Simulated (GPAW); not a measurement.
Records of electronic-structure calculations.

### SrTiO3 (Tausonite): G0W0 with GPAW, start to end

It takes space group Pm-3m (No. 221, cubic). Conventional cell: a = 3.905 Å, b = 3.905 Å, c = 3.905 Å, α = 90.00°, β = 90.00°, γ = 90.00°. Nearest to Sr lie 12 O at 2.76 Å. Ti has 6 O at 1.95 Å nearest. O has 2 Ti at 1.95 Å and 4 Sr at 2.76 Å nearest. Farther neighbours, and contacts between anions beyond the nearest, are not listed.

- method: DFT, PBE, plane waves, PAW (and 1 further level or step)
- program: GPAW 26.7.0
- settings: cutoff 600 eV, GPAW PAW setups 1.2.1 data release, 4×4×4 k-mesh, nbands 323
- cost: 4 runs, 7.6 min in all on 4 MPI ranks of Arm Neoverse N1, shared host
- notes: The cell and positions come from the Crystallography Open Database and are kept as given unless a step says otherwise. Limits: no spin-orbit coupling. The 4×4×4 mesh is coarse for this cell, which bears on the long-range parts of exchange and screening.
- PBE gap: 1.90 eV, indirect
- G0W0 gap on the mesh: 3.85 eV
- GW settings: 4×4×4 mesh, 313 bands, screening to 175 eV, Godby-Needs plasmon pole
- known limits: short of the basis limit; no spin-orbit coupling; coarse k mesh

G0W0 moves the gap on the mesh from 1.90 eV to 3.85 eV (+1.95 eV), with Z of 0.76 and 0.77 at the edges. The dearest step here is «screening and self-energy».

[Paths, hosts, dates, memory and timing lines, banners, echoed tables and standing remarks are left out of the program output; an Ansatz launch command may be rebuilt from the run's recorded settings. Measured values are a selection of at most five: reports struck by readers or far from the other reports are left out. None is set beside runs whose start may be inverted or whose files or cutoffs have a known fault.]

[Runs of the session that timed out or met a known fault of the program may be left out.]

[Hosts, paths, dates, database ids (printed as entryN), source tags and the programs' standing remarks are cut or masked in the printed files.]

[Where the starting crystal was built by hand or by swapping elements, it need not be the compound's stable phase.]
